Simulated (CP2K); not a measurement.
The N K edge of 4-aminopyridine was computed by TDDFT (CP2K XAS_TDP, aug-cc-pVDZ, TDA) at these levels: PBE, PBEh(45%) and PBEh(45%) + GW2X. The first three lines of N1 (bonded to C and 2 H) with a strength over 0.0015, energy in eV and strength:

```
run           first          second           third
  1  398.14 (0.007)  398.32 (0.013)  398.96 (0.023)
  2  380.66 (0.005)  381.18 (0.002)  381.63 (0.002)
  3  403.50 (0.007)  403.67 (0.013)  404.31 (0.022)
```

Q: Which run is which?

Run 1: PBEh(45%) (45 % exact exchange). Run 2: PBE (0 % exact exchange). Run 3: PBEh(45%) + GW2X (45 % exact exchange). Self-interaction lifts the core level, so the uncorrected lines rise with the share of exact exchange. The GW2X run keeps the spacings of its parent: 0.17 eV between the first two lines in run 3, 0.18 eV in run 1. Its shift is +5.36 eV, since the Kohn–Sham level at this share of exchange lies that far above the quasiparticle level.

[Banner, clock and machine lines of the logs are left out without a mark of their own.]

[Logs are printed without paths, hosts, clocks, repeated set-up lines and the standing remarks that a program may print on its own settings, such as how far it seeks lower states.]

[Hosts, paths, dates, database ids (printed as entryN), source tags and the programs' standing remarks are cut or masked in the printed files.]
